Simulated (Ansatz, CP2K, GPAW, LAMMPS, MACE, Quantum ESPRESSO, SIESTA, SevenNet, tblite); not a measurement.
# Running ionic liquid Pyr13+ Cl- at 400 K (112 atoms) with CP2K, part 2 of 3

Wanted: CP2K inputs and outputs for ionic liquid Pyr13+ Cl- at 400 K (112 atoms), checked against a plane-wave reference.

Program: CP2K 2026.2; the method stands at each step. Banners, paths, timers and routine set-up lines are dropped from the logs unmarked, and long logs keep their key lines alone; longer cuts are marked.

So far. Step 2 (PBE, DZVP-UZH, 600/50 Ry, OT CG): Forces lie 4.3 % from the reference's, at 21 times its CPU time (on 4 against 8 cores); the SCF took 64 steps, which the time reflects. Step 3 (GFN1-xTB, OT DIIS): Against the first run (4.3 %), the force difference from the reference is 20 %, at 0.0049 times the CPU time (on 1 against 4 cores) (10 SCF steps against 64); the model has changed, so this is no error of the program alone.

**4. PBE, DZVP-MOLOPT-SR, 600/50 Ry, SIGN filter 1e-03, SCF 1e-04**

Method: Kohn-Sham DFT, PBE, GTH-PBE pseudopotentials, Gaussian and plane waves, DZVP-MOLOPT-SR-GTH, linear-scaling purification of the density matrix.

The input, input.inp:

```
&GLOBAL
  PROJECT cell
  RUN_TYPE ENERGY_FORCE
  PRINT_LEVEL LOW
&END GLOBAL
&FORCE_EVAL
  METHOD QS
  STRESS_TENSOR ANALYTICAL
  &DFT
    BASIS_SET_FILE_NAME BASIS_MOLOPT
    POTENTIAL_FILE_NAME GTH_POTENTIALS
    &MGRID
      CUTOFF 600
      REL_CUTOFF 50
      NGRIDS 5
    &END MGRID
    &QS
      EPS_DEFAULT 1.0E-10
      LS_SCF T
    &END QS
    &LS_SCF
      PURIFICATION_METHOD SIGN
      EPS_FILTER 1.0E-03
      EPS_SCF 1.0E-04
      MAX_SCF 60
      S_PRECONDITIONER ATOMIC
      MIXING_FRACTION 0.45
      REPORT_ALL_SPARSITIES F
    &END LS_SCF
    &XC
      &XC_FUNCTIONAL PBE
      &END XC_FUNCTIONAL
    &END XC
    &PRINT
      &MULLIKEN ON
      &END MULLIKEN
    &END PRINT
  &END DFT
  &SUBSYS
    &CELL
      A 10.20511 0.00000 0.00000
      B 0.00000 10.20511 0.00000
      C 0.00000 0.00000 10.20511
    &END CELL
    &TOPOLOGY
      COORD_FILE_NAME structure.xyz
      COORD_FILE_FORMAT XYZ
    &END TOPOLOGY
    &KIND C
      BASIS_SET DZVP-MOLOPT-SR-GTH-q4
      POTENTIAL GTH-PBE-q4
    &END KIND
    &KIND N
      BASIS_SET DZVP-MOLOPT-SR-GTH-q5
      POTENTIAL GTH-PBE-q5
    &END KIND
    &KIND H
      BASIS_SET DZVP-MOLOPT-SR-GTH-q1
      POTENTIAL GTH-PBE-q1
    &END KIND
    &KIND Cl
      BASIS_SET DZVP-MOLOPT-SR-GTH-q7
      POTENTIAL GTH-PBE-q7
    &END KIND
  &END SUBSYS
  &PRINT
    &FORCES ON
    &END FORCES
    &STRESS_TENSOR ON
    &END STRESS_TENSOR
  &END PRINT
&END FORCE_EVAL
```

The input, structure.xyz:

```xyz
112

C 1.25778 5.87018 4.11439
C 0.19890 6.20961 3.09919
C 0.15012 7.72078 2.95346
N 9.26359 8.16184 2.05674
C 7.94907 7.95233 2.90305
C 9.41768 9.60740 1.80722
C 0.24370 9.69883 0.61965
C 0.10562 8.29441 10.17276
C 9.25583 7.58678 0.68854
H 1.23043 4.79610 4.17797
H 0.92642 6.33533 5.04204
H 2.30105 6.19909 3.91325
H 0.56945 5.77099 2.23400
H 9.39095 5.88508 3.42075
H 1.00653 8.05500 2.44535
H 0.04123 8.18909 3.91846
H 7.70914 6.88865 3.02990
H 7.20675 8.59250 2.43300
H 8.14592 8.40248 3.89917
H 8.52310 9.95958 1.20941
[... 88 atom lines left out ...]
Cl 4.09296 8.40472 2.15369
Cl 8.98029 7.91365 6.33992
Cl 8.61760 3.13532 1.82437
Cl 3.80998 3.19012 7.19215
```

The run is started by

```bash
OMP_NUM_THREADS=2 cp2k.psmp -i input.inp > output.txt
```

Numbers of over 12 decimals in the logs are rounded to 6 here.

Log:

```text
CP2K| version string:                                       CP2K version 2026.2
 CP2K| Input file name                                                 input.inp
 GLOBAL| Basis set file name                                        BASIS_MOLOPT
 GLOBAL| Potential file name                                      GTH_POTENTIALS
 GLOBAL| Run type                                                   ENERGY_FORCE
 GLOBAL| Total number of message passing processes                             1
 GLOBAL| Number of threads for this process                                    2
 TOTAL NUMBERS AND MAXIMUM NUMBERS
  Total number of            - Atomic kinds:                                   4
                             - Atoms:                                        112
[... lines left out ...]
 Re-scaling the density matrix to get the right number of electrons
[... lines left out ...]
 Density matrix:  iter, mu, trace error:  1  -0.100000000    -0.014162115
[... lines left out ...]
 Density matrix:  iter, mu, trace error:  1  -0.100000000   -12.128961619
[... lines left out ...]
 Density matrix:  iter, mu, trace error:  2  -0.090000000   -12.110481169
[... lines left out ...]
 Density matrix:  iter, mu, trace error:  3  -0.070000000   -11.987806089
[... lines left out ...]
 Density matrix:  iter, mu, trace error:  4  -0.030000000    -6.921905898
[... lines left out ...]
 Density matrix:  iter, mu, trace error:  5   0.050000000    -0.013411877
[... lines left out ...]
 Density matrix:  iter, mu, trace error:  1   0.050000000    -0.103288278
[... lines left out ...]
 SCF run converged in     3 steps.
 !-----------------------------------------------------------------------------!
                     Mulliken Population Analysis
 #  Atom  Element  Kind  Atomic population                           Net charge
       1     C        1          4.207554                             -0.207554
       2     C        1          4.105457                             -0.105457
       3     C        1          3.971342                              0.028658
[...]
111     Cl       4          7.694600                             -0.694600
     112     Cl       4          7.702043                             -0.702043
 # Total charge                            247.805643                  0.194357
 !-----------------------------------------------------------------------------!
 ENERGY| Total FORCE_EVAL ( QS ) energy [hartree]           -324.427053
 FORCES| Atomic forces [hartree/bohr]
 FORCES|   Atom     x               y               z               |f|
 FORCES|      1  6.89862499E-03  4.26463937E-04  2.49231685E-02   2.58638208E-02
 FORCES|      2 -1.88237954E-02  4.06101832E-02  2.63455630E-02   5.19385305E-02
 FORCES|      3  4.79105600E-03 -2.42360878E-02 -1.29577614E-02   2.78970562E-02
[...]
FORCES|    111  3.47893990E-03  6.22036972E-03 -4.66506367E-04   7.14238409E-03
 FORCES|    112  4.24252011E-03 -1.47979466E-03 -5.16788060E-04   4.52281317E-03
 FORCES| Sum    -4.49172574E-05 -6.10075611E-05  1.07558148E-04
 FORCES| Total atomic force                                       1.31560775E-04
 STRESS| Analytical stress tensor [bar]
 STRESS|                        x                   y                   z
 STRESS|      x        8.52324382515E+02  -2.62268030462E+03   6.62207319915E+02
 STRESS|      y       -2.62268030462E+03   3.03443904730E+04   9.65254470353E+01
 STRESS|      z        6.62207319915E+02   9.65254470353E+01   1.64373057952E+04
 STRESS| 1/3 Trace                                             1.58780068836E+04
```

Wall time 84 s (2 threads of Arm Neoverse V2, shared host); peak memory 1.7 GiB.

Numbers from this run, and their distance from the reference:

```
r.m.s. force component                          : 1.036 eV/Å
r.m.s. difference of force components           : 290.5 meV/Å
longest difference of force vectors             : 1524 meV/Å
force difference over r.m.s. force              : 30.81 %
slope of forces against the reference's         : 1.056
correlation of force components                 : 0.9612
pressure                                        : 1.588 GPa
pressure difference                             : -0.4356 GPa
energy less the same-level run's                : 3.256 meV/atom
r.m.s. force difference from the same-level run : 274.3 meV/Å
```

This is a coarse setting, run to see what it loses.

Against the first run (4.3 %), the force difference from the reference is 31 %, at 0.26 times the CPU time (on 2 against 4 cores) (3 SCF steps against 64).

**5. PBE, DZVP-MOLOPT-SR, 600/50 Ry, OT CG**

Method: Kohn-Sham DFT, PBE, GTH-PBE pseudopotentials, Gaussian and plane waves, DZVP-MOLOPT-SR-GTH, orbital transformation.

Edit input.inp of step 4 so:

```diff
@@ -17,14 +17,22 @@
     &QS
-      EPS_DEFAULT 1.0E-10
-      LS_SCF T
+      EPS_DEFAULT 1.0E-12
     &END QS
-    &LS_SCF
-      PURIFICATION_METHOD SIGN
-      EPS_FILTER 1.0E-03
-      EPS_SCF 1.0E-04
-      MAX_SCF 60
-      S_PRECONDITIONER ATOMIC
-      MIXING_FRACTION 0.45
-      REPORT_ALL_SPARSITIES F
-    &END LS_SCF
+    &SCF
+      SCF_GUESS ATOMIC
+      EPS_SCF 1.0E-06
+      MAX_SCF 30
+      &OT
+        MINIMIZER CG
+        PRECONDITIONER FULL_ALL
+        ENERGY_GAP 0.001
+      &END OT
+      &OUTER_SCF
+        EPS_SCF 1.0E-06
+        MAX_SCF 8
+      &END OUTER_SCF
+      &PRINT
+        &RESTART OFF
+        &END RESTART
+      &END PRINT
+    &END SCF
     &XC
@@ -36,2 +44,9 @@
       &END MULLIKEN
+      &LOWDIN ON
+      &END LOWDIN
+      &MO_CUBES
+        NHOMO 1
+        NLUMO 4
+        WRITE_CUBE F
+      &END MO_CUBES
     &END PRINT
```

structure.xyz is that of step 4.

The run is started by

```bash
OMP_NUM_THREADS=1 mpirun -np 4 cp2k.psmp -i input.inp > output.txt
```

Log:

```text
CP2K| version string:                                       CP2K version 2026.2
 CP2K| Input file name                                                 input.inp
 GLOBAL| Basis set file name                                        BASIS_MOLOPT
 GLOBAL| Potential file name                                      GTH_POTENTIALS
 GLOBAL| Run type                                                   ENERGY_FORCE
 GLOBAL| Total number of message passing processes                             4
 GLOBAL| Number of threads for this process                                    1
 TOTAL NUMBERS AND MAXIMUM NUMBERS
  Total number of            - Atomic kinds:                                   4
                             - Atoms:                                        112
[... lines left out ...]
 Number of electrons:                                                        248
[... lines left out ...]
  Step     Update method      Time    Convergence         Total energy    Change
[... lines left out ...]
  Total energy:                                              -324.440418
[... lines left out ...]
  Step     Update method      Time    Convergence         Total energy    Change
[... lines left out ...]
  *** SCF run converged in     4 steps ***
[... lines left out ...]
  Total energy:                                              -324.440453
[... lines left out ...]
  outer SCF loop converged in   2 iterations or   66 steps
[... lines left out ...]
     112     Cl       4          7.355050                             -0.355050
 # Total charge                            248.000000                  0.000000
  Eigenvalues of the occupied subspace spin            1
      -0.79130113     -0.78424089     -0.77910550     -0.77068493
      -0.60320923     -0.60195713     -0.59684262     -0.58783212
      -0.56221129     -0.55841099     -0.55599656     -0.54879599
[...]
-0.00208695     -0.00096502     -0.00065381      0.00047046
 Fermi Energy [eV] :    0.012802
  Using OT eigensolver for additional unoccupied orbitals spin            1
  Lowest Eigenvalues of the unoccupied subspace spin            1
 OT| Eigensolver reached convergence in 241 iterations
       0.17348466      0.17872173      0.18411215      0.19070275
 HOMO - LUMO gap [eV] :    4.707956
 ENERGY| Total FORCE_EVAL ( QS ) energy [hartree]           -324.440453
 FORCES| Atomic forces [hartree/bohr]
 FORCES|   Atom     x               y               z               |f|
 FORCES|      1 -5.40583859E-04  5.60499686E-03  1.62599742E-02   1.72074106E-02
 FORCES|      2 -6.83201780E-03  3.33132543E-02  2.65799990E-02   4.31618550E-02
 FORCES|      3  2.90899677E-03 -2.44843953E-02 -1.41099268E-02   2.84084127E-02
[...]
FORCES|    111  9.57966992E-04  2.39994132E-03  2.30635521E-03   3.46362433E-03
 FORCES|    112  1.32569807E-03  4.02656924E-03  3.19600475E-05   4.23931087E-03
 FORCES| Sum    -3.82179180E-05 -4.51415007E-05  9.22211864E-05
 FORCES| Total atomic force                                       1.09558713E-04
 STRESS| Analytical stress tensor [bar]
 STRESS|                        x                   y                   z
 STRESS|      x        1.44659553300E+04   2.27035827206E+03  -1.61057508636E+03
 STRESS|      y        2.27035827206E+03   2.70289076659E+04   4.92911664764E+02
 STRESS|      z       -1.61057508636E+03   4.92911664764E+02   2.22755244779E+04
 STRESS| 1/3 Trace                                             2.12567958246E+04
```

The job ended after 2.9 min (4 MPI ranks; peak memory 2.6 GiB).

Against the reference:

* r.m.s. force component: 0.9668 eV/Å
* r.m.s. difference of force components: 50.69 meV/Å
* longest difference of force vectors: 224.9 meV/Å
* force difference over r.m.s. force: 5.376 %
* slope of forces against the reference's: 1.024
* correlation of force components: 0.9989
* gap (highest filled to lowest empty level): 4.708 eV
* gap difference: 0.7006 eV
* pressure: 2.126 GPa
* pressure difference: 0.1023 GPa

Against the first run (4.3 %), the force difference from the reference is 5.4 %, at 1.1 times the CPU time, with 880 basis functions against 880; this set comes with other potentials too, so the change isn't the basis's alone.

**6. PBE, SZV-MOLOPT-SR, 600/50 Ry, OT CG**

Method: Kohn-Sham DFT, PBE, GTH-PBE pseudopotentials, Gaussian and plane waves, SZV-MOLOPT-SR-GTH, orbital transformation.

Edit input.inp of step 5 so:

```diff
@@ -59,8 +59,31 @@
     &END CELL
-    &TOPOLOGY
-      COORD_FILE_NAME structure.xyz
-      COORD_FILE_FORMAT XYZ
-    &END TOPOLOGY
+    &COORD
+      C 1.25778 5.87018 4.11439
+      C 0.19890 6.20961 3.09919
+      C 0.15012 7.72078 2.95346
+      N 9.26359 8.16184 2.05674
+      C 7.94907 7.95233 2.90305
+      C 9.41768 9.60740 1.80722
+      C 0.24370 9.69883 0.61965
+      C 0.10562 8.29441 10.17276
+      C 9.25583 7.58678 0.68854
+      H 1.23043 4.79610 4.17797
+      H 0.92642 6.33533 5.04204
+      H 2.30105 6.19909 3.91325
+      H 0.56945 5.77099 2.23400
+      H 9.39095 5.88508 3.42075
+      H 1.00653 8.05500 2.44535
+      H 0.04123 8.18909 3.91846
+      H 7.70914 6.88865 3.02990
+      H 7.20675 8.59250 2.43300
+      H 8.14592 8.40248 3.89917
+      H 8.52310 9.95958 1.20941
+[... 88 atom lines left out ...]
+      Cl 4.09296 8.40472 2.15369
+      Cl 8.98029 7.91365 6.33992
+      Cl 8.61760 3.13532 1.82437
+      Cl 3.80998 3.19012 7.19215
+    &END COORD
     &KIND C
-      BASIS_SET DZVP-MOLOPT-SR-GTH-q4
+      BASIS_SET SZV-MOLOPT-SR-GTH-q4
       POTENTIAL GTH-PBE-q4
@@ -68,3 +91,3 @@
     &KIND N
-      BASIS_SET DZVP-MOLOPT-SR-GTH-q5
+      BASIS_SET SZV-MOLOPT-SR-GTH-q5
       POTENTIAL GTH-PBE-q5
@@ -72,3 +95,3 @@
     &KIND H
-      BASIS_SET DZVP-MOLOPT-SR-GTH-q1
+      BASIS_SET SZV-MOLOPT-SR-GTH-q1
       POTENTIAL GTH-PBE-q1
@@ -76,3 +99,3 @@
     &KIND Cl
-      BASIS_SET DZVP-MOLOPT-SR-GTH-q7
+      BASIS_SET SZV-MOLOPT-SR-GTH-q7
       POTENTIAL GTH-PBE-q7
```

The run is started by

```bash
OMP_NUM_THREADS=2 cp2k.psmp -i input.inp > output.txt
```

Log:

```text
CP2K| version string:                                       CP2K version 2026.2
 CP2K| Input file name                                                 input.inp
 GLOBAL| Basis set file name                                        BASIS_MOLOPT
 GLOBAL| Potential file name                                      GTH_POTENTIALS
 GLOBAL| Run type                                                   ENERGY_FORCE
 GLOBAL| Total number of message passing processes                             1
 GLOBAL| Number of threads for this process                                    2
[... lines left out ...]
 Number of electrons:                                                        248
[... lines left out ...]
  Step     Update method      Time    Convergence         Total energy    Change
[... lines left out ...]
  Total energy:                                              -323.289062
[... lines left out ...]
  Step     Update method      Time    Convergence         Total energy    Change
[... lines left out ...]
  *** SCF run converged in     3 steps ***
[... lines left out ...]
  Total energy:                                              -323.289072
[... lines left out ...]
  outer SCF loop converged in   2 iterations or   64 steps
[... lines left out ...]
 Fermi Energy [eV] :    4.138685
  Using OT eigensolver for additional unoccupied orbitals spin            1
  Lowest Eigenvalues of the unoccupied subspace spin            1
 OT| Eigensolver reached convergence in 85 iterations
       0.24904721      0.26724789      0.27551573      0.28752347
 HOMO - LUMO gap [eV] :    2.638234
 ENERGY| Total FORCE_EVAL ( QS ) energy [hartree]           -323.289072
 FORCES| Atomic forces [hartree/bohr]
 FORCES|   Atom     x               y               z               |f|
 FORCES|      1  1.22520706E-02 -2.90554702E-04  3.29389836E-02   3.51450466E-02
 FORCES|      2 -1.65099357E-02  2.65788960E-02  2.18606714E-02   3.81694203E-02
 FORCES|      3  2.85490662E-02 -2.71288548E-02  4.55538480E-03   3.96456236E-02
[...]
FORCES|    111  8.92080776E-04  2.03240788E-03  3.46926195E-03   4.11852745E-03
 FORCES|    112  7.03133818E-04  5.63452356E-03 -3.28196996E-03   6.55847389E-03
 FORCES| Sum    -3.82996130E-05 -1.75970452E-05  1.04245862E-04
 FORCES| Total atomic force                                       1.12444280E-04
 STRESS| Analytical stress tensor [bar]
 STRESS|                        x                   y                   z
 STRESS|      x        3.10488501549E+04   1.36227976419E+03  -1.97382210373E+03
 STRESS|      y        1.36227976419E+03   4.84578135246E+04  -1.22380491030E+03
 STRESS|      z       -1.97382210373E+03  -1.22380491030E+03   4.35551671944E+04
 STRESS| 1/3 Trace                                             4.10206102913E+04
```

Elapsed: 3.2 min, on 2 threads; peak memory 1.6 GiB; 5.8 min of CPU time.

Compared with the plane-wave run:

```yaml
r_m_s_force_component: 1.28 eV/Å
r_m_s_difference_of_force_components: 559.9 meV/Å
longest_difference_of_force_vectors: 2788 meV/Å
force_difference_over_r_m_s_force: 59.4 %
slope_of_forces_against_the_reference_s: 1.245
correlation_of_force_components: 0.9172
spacing_of_highest_filled_and_lowest_empty_level: 2.638 eV
gap_difference: -1.369 eV
pressure: 4.102 GPa
pressure_difference: 2.079 GPa
```

This is a coarse setting, run to see what it loses.

Against the first run (4.3 %), the force difference from the reference is 59 %, at 0.57 times the CPU time (on 2 against 4 cores), with 232 basis functions against 880; this set comes with other potentials too, so the change isn't the basis's alone.

(Continued in part 3 of 3.)

[Also dropped from logs without a mark: logging warnings of Python, and SIESTA's first energy breakdown and zero terms.]

[Logs are printed without paths, hosts, clocks, repeated set-up lines and the standing remarks that a program may print on its own settings, such as how far it seeks lower states.]

[Hosts, paths, dates, database ids (printed as entryN), source tags and the programs' standing remarks are cut or masked in the printed files.]
